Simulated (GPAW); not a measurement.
# Polarising MoGe2N4 monolayer with a field along the normal

The dipole of the cell at several fields, atoms fixed. What does the strongest field give, and what length does the slope stand for?

**Method.** GPAW 26.7.0, plane waves (500 eV), PAW setups, PBE, 12×12 mesh, a dipole layer in the vacuum; geometry relaxed without an applied field with GPAW. The cell's area is 7.70 Å², and e/ε0 = 180.95 V Å.

Results, with one row withheld:

```tsv
field (V/Å)	dipole (e Å)
−0.2	−0.0718
−0.1	−0.0359
−0.05	−0.0180
0.05	0.0179
0.1	0.0359
0.2	0.0718
0.3	?
```

To predict: What is the dipole at 0.3 V/Å?

A: A line through the 6 points has the slope α = 0.359 e Å per V/Å and the intercept p₀ = −0.0000 e Å (r.m.s. residual 2.4e−05). At 0.3 V/Å it gives p = −0.0000 + 0.359 × 0.3 = 0.1077 e Å; the run gives 0.1077 e Å, so the response stays linear to 0.0 % of the induced part. Dividing by ε0 and the area: α/(ε0 A) = 0.359 × 180.95 / 7.70 = 8.43 Å, against 7.57 Å between the outer nuclei. For a gapped layer this length is t(1 − 1/ε), so it fixes ε only once a thickness t is chosen.

**Limits.** This is the electronic response alone; ions that move would add to it in polar layers. No run was spin-polarised, so magnetic states weren't tested.

[Logs are printed without paths, hosts, clocks, repeated set-up lines and the standing remarks that a program may print on its own settings, such as how far it seeks lower states.]
